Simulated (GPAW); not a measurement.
# Rh L₃-edge XANES of Rh (Rhodium, Fm-3m), part 3 of 3

Aim: the dependence of the Rh L₃ near-edge features of Rh (Rhodium, Fm-3m) on volume.

GPAW 26.7.0; X-ray absorption from dipole matrix elements to empty bands, plane-wave PAW PBE.

So far. Step 4 (Spectrum with XCH, Rh atom 1): The energy difference (zero at 3040 eV) isn't read as a photon energy: for so heavy an absorber the terms left out (core spin–orbit splitting, the hole's spin, the functional's error) amount to tens of eV or more. Step 6 (Spectrum with XCH, Rh atom 1): The scaled spectrum changes by 8 % r.m.s. The highest intensity below 24 eV stays at 0.4 eV.

The database entry behind the starting cell differs from later determinations by our own check (an axis about 0.2 % short against later determinations), so it need not match the best structure at ambient conditions.

## Step 8: Spectrum with XCH, Rh atom 1

Shorter bonds are expected to push antibonding states and scattering resonances up, and longer ones down; the cell is scaled to test that.

Changed against the first core-hole run: volume scale from 1 to 0.97.

xas.py reads:

```python
import numpy as np
from ase import Atoms
from ase.parallel import parprint, paropen
from gpaw import GPAW, PW, FermiDirac, Mixer, MixerDif, setup_paths
from gpaw.test import gen
setup_paths.insert(0, '.')
gen('Rh', name='fch2p', xcname='PBE', corehole=(2, 1, 1), write_xml=True)
from gpaw.mpi import world
world.barrier()

atoms = Atoms('Rh13',
    cell=[[-1.87867849, 0, 5.63603546],
     [0, 5.63603546, 1.87867849],
     [-5.63603546, -1.87867849, 0]],
    scaled_positions=[[0, 0, 0],
     [0.30769231, 0.07692308, 0.23076923],
     [0.07692308, 0.76923077, 0.30769231],
     [0.53846154, 0.38461538, 0.15384615],
     [0.15384615, 0.53846154, 0.61538462],
     [0.61538462, 0.15384615, 0.46153846],
     [0.76923077, 0.69230769, 0.07692308],
     [0.23076923, 0.30769231, 0.92307692],
     [0.38461538, 0.84615385, 0.53846154],
     [0.84615385, 0.46153846, 0.38461538],
     [0.46153846, 0.61538462, 0.84615385],
     [0.92307692, 0.23076923, 0.69230769],
     [0.69230769, 0.92307692, 0.76923077]],
    pbc=True)
atoms.calc = calc = GPAW(legacy_gpaw=True, mode=PW(430, force_complex_dtype=True), xc='PBE', setups={0: 'fch2p'},
    kpts={'size': (5, 5, 5), 'gamma': True}, occupations=FermiDirac(0.1),
    charge=-1, mixer=Mixer(0.1, 5, 50), maxiter=150,
    convergence={'density': 0.0001, 'eigenstates': 1e-6}, txt='scf.txt')
energy = atoms.get_potential_energy() + calc.get_reference_energy()
ef = calc.get_fermi_level()
out = dict(energy=energy, fermi=ef, forces=atoms.get_forces().tolist())
parprint(f'all-electron energy {energy:.4f} eV, Fermi level {ef:.4f} eV')
ev = np.array([[calc.get_eigenvalues(k, s) for k in range(len(calc.get_ibz_k_points()))] for s in range(calc.get_number_of_spins())])
out['homo'], out['lumo'], out['counts'] = ev[ev < ef].max(), ev[ev > ef].min(), sorted(set((ev < ef).sum((0, 2)).tolist()))
out['filled'] = (ev[:, 0] < ef).sum(1).tolist()

from ase.units import Ha
from gpaw.xas import dipole_matrix_elements
nb = int(calc.get_number_of_electrons() / 2) + 170
top, nb = nb, nb + 8 + nb // 12
nscf = calc.fixed_density(kpts={'size': (7, 7, 7), 'gamma': True}, nbands=nb,
    convergence={'bands': top, 'eigenstates': 5e-3}, maxiter=60, txt='nscf.txt')
cell = atoms.cell.array
ops = [cell.T @ U.T @ np.linalg.inv(cell.T) for U in nscf.wfs.kd.symmetry.op_scc]
E = np.arange(-6, 34, 0.1)
fwhm = np.interp(E, [4, 25], [2.13, 3.5])
Y, X, zero, highest = 0, 0, 1e9, 1e9
for spin in range(nscf.get_number_of_spins()):
    wfs = nscf.wfs
    mine = wfs.bd.get_slice()  # this rank's bands
    A = dipole_matrix_elements(wfs.setups[0])
    eps = np.zeros((wfs.kd.nibzkpts, nb))
    d = np.zeros((3, A.shape[1], wfs.kd.nibzkpts, nb), complex)
    for kpt in wfs.kpt_u:
        if kpt.s == spin and 0 in kpt.P_ani:
            eps[kpt.k, mine] = kpt.eps_n * Ha
            d[:, :, kpt.k, mine] = (kpt.weight * wfs.nspins / 2) ** 0.5 * np.inner(A, kpt.P_ani[0])
    world.sum(eps)
    world.sum(d)
    T = np.einsum('amkn,bmkn->abkn', d, d.conj()).real
    T = sum(np.einsum('ai,ijkn,bj->abkn', R, T, R) for R in ops) / len(ops)
    empty = eps > ef
    zero, highest = min(zero, eps[empty].min()), min(highest, eps[:, top - 1].min())
    lines = [(eps, T, empty)] if spin == 0 else lines + [(eps, T, empty)]
for eps, T, empty in lines:
    f = np.einsum('aakn->akn', T).reshape(3, -1)
    x = eps.ravel() - zero
    w = np.interp(x, E, fwhm) / 2.35482
    g = np.exp(-0.5 * ((E[:, None] - x) / w) ** 2) / (w * (2 * np.pi) ** 0.5)
    Y = Y + (f * empty.ravel()) @ g.T
    X = X + (f * ~empty.ravel()) @ g.T
out.update(E=E.round(2).tolist(), xas=Y.tolist(), xes=X.tolist(), zero=zero, valid=highest - zero, nk=len(eps), nb=nb)
for i in range(0, len(E), 10):
    parprint(f'{E[i]:7.2f}', *(f'{v:10.3e}' for v in Y[:, i]))
import json
with paropen('out.json', 'w') as f:
    json.dump(out, f)
```

Command:

```console
$ OMP_NUM_THREADS=1 mpirun -n 4 gpaw python xas.py
```

Numbers of over 12 decimals in the logs are rounded to 6 here.

The log of the run:

```text
Input parameters:
  charge: -1
  convergence: {density: 0.0001,
                eigenstates: 1e-06}
  kpts: {gamma: True,
         size: (5, 5, 5)}
  maxiter: 150
  mixer: {backend: pulay,
          beta: 0.1,
          method: separate,
          nmaxold: 5,
          weight: 50}
  mode: {ecut: 430.0,
         force_complex_dtype: True,
         name: pw}
  occupations: {fixmagmom: False,
[...]
*d    :     0.329641
--------------------------------

Diagonalizing with gridspacing h=0.050

state   all-electron     PAW
-------------------------------
5s:      -0.448112    -0.448351
4p:      -2.406738    -2.406896
4d:      -0.670359    -0.671209
*f:                   -0.023813
-------------------------------
all-electron energy -1688804.2708 eV, Fermi level 12.4123 eV
[...]
32.00  5.095e-06  5.095e-06  5.095e-06
  33.00  4.027e-06  4.027e-06  4.027e-06
[key lines of the parts left out:]
Converged after 19 iterations.
Dipole moment: (-0.000000, 0.000000, 0.000000) |e|*Ang
Free energy:   -104.042430
Fermi level: 12.41235
```

Elapsed: 3.9 min, on 4 MPI ranks of AMD EPYC 9R45, shared host; peak memory 0.81 GiB; 16 min of CPU time.

```tsv
E (eV)	first run	this run
-2.0	0.10	0.10
-1.0	0.90	0.88
0.0	2.51	2.48
1.0	2.44	2.46
2.0	1.22	1.22
3.0	0.80	0.79
4.0	0.73	0.73
5.0	0.65	0.65
6.0	0.55	0.55
7.0	0.50	0.49
8.0	0.63	0.57
9.0	0.80	0.76
10.0	0.80	0.81
11.0	0.82	0.79
12.0	1.00	0.93
13.0	1.16	1.13
14.0	1.22	1.23
15.0	1.24	1.26
16.0	1.22	1.26
17.0	1.10	1.16
18.0	0.89	0.95
19.0	0.68	0.72
20.0	0.63	0.61
21.0	0.76	0.69
22.0	0.91	0.86
23.0	0.90	0.92
24.0	0.76	0.82
25.0	0.64	0.67
26.0	0.68	0.64
27.0	0.85	0.76
28.0	1.04	0.95
29.0	1.15	1.11
30.0	1.12	1.14
31.0	0.98	1.05
32.0	0.79	0.87
```

Against the first run the r.m.s. difference is 4 %. The highest intensity below 24 eV stays at 0.4 eV.

The photon energy of the zero moves by +0.08 eV.

## Step 9: Supercell without a hole, the energy reference

The cell changes for the next run, so it gets a reference energy of its own.

The cell differs from the one that the last finished run ended in (a 5.941 → 6.061 Å, b 5.941 → 6.061 Å, c 5.941 → 6.061 Å).

scf.py reads:

```python
import numpy as np
from ase import Atoms
from ase.parallel import parprint, paropen
from gpaw import GPAW, PW, FermiDirac, Mixer, MixerDif, setup_paths
from gpaw.test import gen
setup_paths.insert(0, '.')
gen('Rh', name='nch2p', xcname='PBE', corehole=(2, 1, 0), write_xml=True)
from gpaw.mpi import world
world.barrier()

atoms = Atoms('Rh13',
    cell=[[-1.91664182, 0, 5.74992545],
     [0, 5.74992545, 1.91664182],
     [-5.74992545, -1.91664182, 0]],
    scaled_positions=[[0, 0, 0],
     [0.30769231, 0.07692308, 0.23076923],
     [0.07692308, 0.76923077, 0.30769231],
     [0.53846154, 0.38461538, 0.15384615],
     [0.15384615, 0.53846154, 0.61538462],
     [0.61538462, 0.15384615, 0.46153846],
     [0.76923077, 0.69230769, 0.07692308],
     [0.23076923, 0.30769231, 0.92307692],
     [0.38461538, 0.84615385, 0.53846154],
     [0.84615385, 0.46153846, 0.38461538],
     [0.46153846, 0.61538462, 0.84615385],
     [0.92307692, 0.23076923, 0.69230769],
     [0.69230769, 0.92307692, 0.76923077]],
    pbc=True)
atoms.calc = calc = GPAW(legacy_gpaw=True, mode=PW(430, force_complex_dtype=True), xc='PBE', setups={0: 'nch2p'},
    kpts={'size': (5, 5, 5), 'gamma': True}, occupations=FermiDirac(0.1),
    charge=0, mixer=Mixer(0.1, 5, 50), maxiter=150,
    convergence={'density': 0.0001, 'eigenstates': 1e-6}, txt='scf.txt')
energy = atoms.get_potential_energy() + calc.get_reference_energy()
ef = calc.get_fermi_level()
out = dict(energy=energy, fermi=ef, forces=atoms.get_forces().tolist())
parprint(f'all-electron energy {energy:.4f} eV, Fermi level {ef:.4f} eV')
ev = np.array([[calc.get_eigenvalues(k, s) for k in range(len(calc.get_ibz_k_points()))] for s in range(calc.get_number_of_spins())])
out['homo'], out['lumo'], out['counts'] = ev[ev < ef].max(), ev[ev > ef].min(), sorted(set((ev < ef).sum((0, 2)).tolist()))
out['filled'] = (ev[:, 0] < ef).sum(1).tolist()
import json
with paropen('out.json', 'w') as f:
    json.dump(out, f)
```

Command:

```console
$ OMP_NUM_THREADS=1 mpirun -n 4 gpaw python scf.py
```

The log of the run:

```text
Input parameters:
  convergence: {density: 0.0001,
                eigenstates: 1e-06}
  kpts: {gamma: True,
         size: (5, 5, 5)}
  maxiter: 150
  mixer: {backend: pulay,
          beta: 0.1,
          method: separate,
          nmaxold: 5,
          weight: 50}
  mode: {ecut: 430.0,
         force_complex_dtype: True,
         name: pw}
  occupations: {fixmagmom: False,
                name: fermi-dirac,
[...]
*s    :     0.842099
4p(6) :    -1.853221     0.119901
5p(0) :    -0.031305     0.998431
4d(8) :    -0.218353     0.503132
*d    :     0.781647
--------------------------------

Diagonalizing with gridspacing h=0.050

state   all-electron     PAW
-------------------------------
5s:      -0.157901    -0.158028
4p:      -1.853221    -1.853430
4d:      -0.218353    -0.219202
*f:                    0.068044
-------------------------------
all-electron energy -1691845.3206 eV, Fermi level 11.3845 eV
[key lines of the parts left out:]
Converged after 14 iterations.
Dipole moment: (0.000000, 0.000000, -0.000000) |e|*Ang
Free energy:    -95.203808
Fermi level: 11.38454
```

Elapsed: 49 s, on 4 MPI ranks; peak memory 0.35 GiB.

Reference energy: -1691845.321 eV with the cores included.

## Step 10: Spectrum with XCH, Rh atom 1

Shorter bonds are expected to push antibonding states and scattering resonances up, and longer ones down; the cell is scaled to test that.

Changed against the first core-hole run: volume scale from 1 to 1.03.

Changes to xas.py since step 8:

```diff
@@ -11,5 +11,5 @@
 atoms = Atoms('Rh13',
-    cell=[[-1.87867849, 0, 5.63603546],
-     [0, 5.63603546, 1.87867849],
-     [-5.63603546, -1.87867849, 0]],
+    cell=[[-1.91664182, 0, 5.74992545],
+     [0, 5.74992545, 1.91664182],
+     [-5.74992545, -1.91664182, 0]],
     scaled_positions=[[0, 0, 0],
@@ -42,3 +42,3 @@
 from gpaw.xas import dipole_matrix_elements
-nb = int(calc.get_number_of_electrons() / 2) + 170
+nb = int(calc.get_number_of_electrons() / 2) + 177
 top, nb = nb, nb + 8 + nb // 12
```

Command:

```console
$ OMP_NUM_THREADS=1 mpirun -n 4 gpaw python xas.py
```

The log of the run:

```text
Input parameters:
  charge: -1
  convergence: {density: 0.0001,
                eigenstates: 1e-06}
  kpts: {gamma: True,
         size: (5, 5, 5)}
  maxiter: 150
  mixer: {backend: pulay,
          beta: 0.1,
          method: separate,
          nmaxold: 5,
          weight: 50}
  mode: {ecut: 430.0,
         force_complex_dtype: True,
         name: pw}
  occupations: {fixmagmom: False,
[...]
*d    :     0.329641
--------------------------------

Diagonalizing with gridspacing h=0.050

state   all-electron     PAW
-------------------------------
5s:      -0.448112    -0.448351
4p:      -2.406738    -2.406896
4d:      -0.670359    -0.671209
*f:                   -0.023813
-------------------------------
all-electron energy -1688805.0552 eV, Fermi level 11.3025 eV
[...]
32.00  4.129e-06  4.129e-06  4.129e-06
  33.00  3.388e-06  3.388e-06  3.388e-06
[key lines of the parts left out:]
Converged after 18 iterations.
Dipole moment: (-0.000000, -0.000000, -0.000000) |e|*Ang
Free energy:   -104.860642
Fermi level: 11.30255
```

The job ended after 4 min (4 MPI ranks; peak memory 0.84 GiB; 16 min of CPU time).

```tsv
E (eV)	first run	this run
-2.0	0.10	0.11
-1.0	0.90	0.92
0.0	2.51	2.53
1.0	2.44	2.43
2.0	1.22	1.22
3.0	0.80	0.81
4.0	0.73	0.74
5.0	0.65	0.65
6.0	0.55	0.54
7.0	0.50	0.53
8.0	0.63	0.69
9.0	0.80	0.81
10.0	0.80	0.79
11.0	0.82	0.86
12.0	1.00	1.05
13.0	1.16	1.17
14.0	1.22	1.20
15.0	1.24	1.21
16.0	1.22	1.18
17.0	1.10	1.05
18.0	0.89	0.83
19.0	0.68	0.66
20.0	0.63	0.67
21.0	0.76	0.83
22.0	0.91	0.93
23.0	0.90	0.86
24.0	0.76	0.70
25.0	0.64	0.64
26.0	0.68	0.75
27.0	0.85	0.95
28.0	1.04	1.12
29.0	1.15	1.16
30.0	1.12	1.08
31.0	0.98	0.90
32.0	0.79	0.72
```

The scaled spectrum changes by 4 % r.m.s. The highest intensity below 24 eV stays at 0.4 eV.

The photon energy of the zero moves by -0.07 eV.

## Step 11: Reference energy of the supercell

The cell changes for the next run, so it gets a reference energy of its own.

The cell differs from the one that the last finished run ended in (a 6.061 → 6.119 Å, b 6.061 → 6.119 Å, c 6.061 → 6.119 Å).

Changes to scf.py since step 9:

```diff
@@ -11,5 +11,5 @@
 atoms = Atoms('Rh13',
-    cell=[[-1.91664182, 0, 5.74992545],
-     [0, 5.74992545, 1.91664182],
-     [-5.74992545, -1.91664182, 0]],
+    cell=[[-1.9350722, 0, 5.80521659],
+     [0, 5.80521659, 1.9350722],
+     [-5.80521659, -1.9350722, 0]],
     scaled_positions=[[0, 0, 0],
```

Command:

```console
$ OMP_NUM_THREADS=1 mpirun -n 4 gpaw python scf.py
```

The log of the run:

```text
Input parameters:
  convergence: {density: 0.0001,
                eigenstates: 1e-06}
  kpts: {gamma: True,
         size: (5, 5, 5)}
  maxiter: 150
  mixer: {backend: pulay,
          beta: 0.1,
          method: separate,
          nmaxold: 5,
          weight: 50}
  mode: {ecut: 430.0,
         force_complex_dtype: True,
         name: pw}
  occupations: {fixmagmom: False,
                name: fermi-dirac,
[...]
*s    :     0.842099
4p(6) :    -1.853221     0.119901
5p(0) :    -0.031305     0.998431
4d(8) :    -0.218353     0.503132
*d    :     0.781647
--------------------------------

Diagonalizing with gridspacing h=0.050

state   all-electron     PAW
-------------------------------
5s:      -0.157901    -0.158028
4p:      -1.853221    -1.853430
4d:      -0.218353    -0.219202
*f:                    0.068044
-------------------------------
all-electron energy -1691845.2338 eV, Fermi level 10.8762 eV
[key lines of the parts left out:]
Converged after 14 iterations.
Dipole moment: (0.000000, 0.000000, -0.000000) |e|*Ang
Free energy:    -95.134665
Fermi level: 10.87618
```

It took 49 s on 4 MPI ranks; peak memory 0.34 GiB; 3.3 min of CPU time.

Reference energy: -1691845.234 eV with the cores included.

## Step 12: Spectrum with XCH, Rh atom 1

Shorter bonds are expected to push antibonding states and scattering resonances up, and longer ones down; the cell is scaled to test that.

Changed against the first core-hole run: volume scale from 1 to 1.06.

Changes to xas.py since step 10:

```diff
@@ -11,5 +11,5 @@
 atoms = Atoms('Rh13',
-    cell=[[-1.91664182, 0, 5.74992545],
-     [0, 5.74992545, 1.91664182],
-     [-5.74992545, -1.91664182, 0]],
+    cell=[[-1.9350722, 0, 5.80521659],
+     [0, 5.80521659, 1.9350722],
+     [-5.80521659, -1.9350722, 0]],
     scaled_positions=[[0, 0, 0],
@@ -42,3 +42,3 @@
 from gpaw.xas import dipole_matrix_elements
-nb = int(calc.get_number_of_electrons() / 2) + 177
+nb = int(calc.get_number_of_electrons() / 2) + 180
 top, nb = nb, nb + 8 + nb // 12
```

Command:

```console
$ OMP_NUM_THREADS=1 mpirun -n 4 gpaw python xas.py
```

The log of the run:

```text
Input parameters:
  charge: -1
  convergence: {density: 0.0001,
                eigenstates: 1e-06}
  kpts: {gamma: True,
         size: (5, 5, 5)}
  maxiter: 150
  mixer: {backend: pulay,
          beta: 0.1,
          method: separate,
          nmaxold: 5,
          weight: 50}
  mode: {ecut: 430.0,
         force_complex_dtype: True,
         name: pw}
  occupations: {fixmagmom: False,
[...]
*d    :     0.329641
--------------------------------

Diagonalizing with gridspacing h=0.050

state   all-electron     PAW
-------------------------------
5s:      -0.448112    -0.448351
4p:      -2.406738    -2.406896
4d:      -0.670359    -0.671209
*f:                   -0.023813
-------------------------------
all-electron energy -1688805.0407 eV, Fermi level 10.7962 eV
[...]
32.00  3.793e-06  3.793e-06  3.793e-06
  33.00  3.251e-06  3.251e-06  3.251e-06
[key lines of the parts left out:]
Converged after 20 iterations.
Dipole moment: (0.000000, 0.000000, -0.000000) |e|*Ang
Free energy:   -104.863758
Fermi level: 10.79619
```

Elapsed: 4.1 min, on 4 MPI ranks; peak memory 0.86 GiB.

```tsv
E (eV)	first run	this run
-2.0	0.10	0.11
-1.0	0.90	0.94
0.0	2.51	2.56
1.0	2.44	2.42
2.0	1.22	1.22
3.0	0.80	0.82
4.0	0.73	0.74
5.0	0.65	0.64
6.0	0.55	0.54
7.0	0.50	0.57
8.0	0.63	0.74
9.0	0.80	0.82
10.0	0.80	0.79
11.0	0.82	0.90
12.0	1.00	1.08
13.0	1.16	1.17
14.0	1.22	1.18
15.0	1.24	1.19
16.0	1.22	1.14
17.0	1.10	0.99
18.0	0.89	0.79
19.0	0.68	0.66
20.0	0.63	0.73
21.0	0.76	0.89
22.0	0.91	0.93
23.0	0.90	0.80
24.0	0.76	0.66
25.0	0.64	0.67
26.0	0.68	0.83
27.0	0.85	1.04
28.0	1.04	1.16
29.0	1.15	1.15
30.0	1.12	1.02
31.0	0.98	0.83
32.0	0.79	0.67
```

Against the first run the r.m.s. difference is 7 %. The highest intensity below 24 eV stays at 0.4 eV.

The photon energy of the zero moves by -0.15 eV.

## Step 13: The volumes side by side

```tsv
volume	nearest distance (Å)	shift of the zero (eV)	maximum 1 (eV above own zero)	maximum 2 (eV above own zero)	maximum 3 (eV above own zero)
0.94	2.629	+0.15	0.4	15.8	23.2
0.97	2.657	+0.08	0.4	15.6	22.8
1	2.684	+0.00	0.4	15.2	22.4
1.03	2.711	-0.07	0.4	15.0	22.0
1.06	2.737	-0.15	0.4	14.8	21.8
```

The curves, each shifted by its zero's change so that they share one photon-energy axis, counted from the zero at V × 1:

```tsv
E (eV)	V × 0.94	V × 0.97	V × 1	V × 1.03	V × 1.06
-2.0	0.06	0.08	0.10	0.13	0.16
-1.0	0.67	0.78	0.90	1.03	1.17
0.0	2.24	2.38	2.51	2.60	2.69
1.0	2.61	2.53	2.44	2.34	2.23
2.0	1.38	1.30	1.22	1.16	1.11
3.0	0.80	0.80	0.80	0.80	0.80
4.0	0.72	0.73	0.73	0.73	0.73
5.0	0.67	0.66	0.65	0.64	0.62
6.0	0.58	0.56	0.55	0.54	0.54
7.0	0.49	0.49	0.50	0.54	0.59
8.0	0.49	0.55	0.63	0.70	0.76
9.0	0.67	0.75	0.80	0.81	0.81
10.0	0.81	0.81	0.80	0.79	0.80
11.0	0.79	0.79	0.82	0.87	0.93
12.0	0.85	0.92	1.00	1.06	1.10
13.0	1.05	1.12	1.16	1.17	1.17
14.0	1.22	1.22	1.22	1.20	1.19
15.0	1.28	1.26	1.24	1.21	1.19
16.0	1.29	1.26	1.22	1.17	1.13
17.0	1.24	1.17	1.10	1.03	0.96
18.0	1.06	0.97	0.89	0.82	0.76
19.0	0.81	0.74	0.68	0.66	0.66
20.0	0.62	0.61	0.63	0.68	0.75
21.0	0.62	0.68	0.76	0.84	0.90
22.0	0.77	0.85	0.91	0.93	0.92
23.0	0.91	0.92	0.90	0.85	0.78
24.0	0.89	0.83	0.76	0.69	0.65
25.0	0.75	0.68	0.64	0.64	0.68
26.0	0.63	0.63	0.68	0.76	0.86
27.0	0.66	0.74	0.85	0.96	1.06
28.0	0.82	0.94	1.04	1.12	1.17
29.0	1.01	1.10	1.15	1.16	1.14
30.0	1.13	1.15	1.12	1.07	0.99
31.0	1.11	1.06	0.98	0.89	0.81
32.0	0.98	0.88	0.79	0.71	0.65
```

## Step 14: Outcome

```
absorber and edge             : Rh L₃, atom 1 of the ground-state input (counted from 1)
surroundings                  : 12 Rh at 2.68 Å (cuboctahedral, site symmetry m-3m)
highest intensity below 24 eV : 0.4 eV above the zero, height 2.79
```

**Reading.** From V × 0.94 to V × 1.06 the nearest distance grows by 0.107 Å and the zero moves by -0.30 eV. Above their own zero, the maxima move from 0.4 to 0.4 eV, from 15.8 to 14.8 eV and from 23.2 to 21.8 eV. The one highest in energy moves most, in the direction that the rule ΔE·R² ≈ constant for scattering resonances gives. The Rh L₃ edge of atom 1, with 12 Rh at 2.68 Å (cuboctahedral, site symmetry m-3m), has its highest intensity of the first 24 eV at 0.4 eV above the zero, 2.8 times the mean level of the first 20 eV (Gaussian full width 2.13 eV up to 4 eV, rising linearly to 3.5 eV at 25 eV). Only the L₃ part is meant: spin–orbit coupling of the core level isn't computed and the L₂ copy isn't added. The script folds with a Gaussian, whereas the core hole's own line is a Lorentzian, so the onset is too steep and the first peak too high. The holes are only 6.0 Å apart, so the shape is probably not converged with cell size; no larger cell was run here. The structure is a published determination, not relaxed.

[Banner, clock and machine lines of the logs are left out without a mark of their own.]

[Logs are printed without paths, hosts, clocks, repeated set-up lines and the standing remarks that a program may print on its own settings, such as how far it seeks lower states.]

[Hosts, paths, dates, database ids (printed as entryN), source tags and the programs' standing remarks are cut or masked in the printed files.]

[Lists of maxima count a maximum above −3 eV only where it reaches 4 % of the highest in the window and stands out from its surroundings by 2 % of it (1.5 % where it reaches 55 %); shoulders and weaker maxima are passed over, and of the rest the first, up to two pre-edge ones and the few strongest are named.]
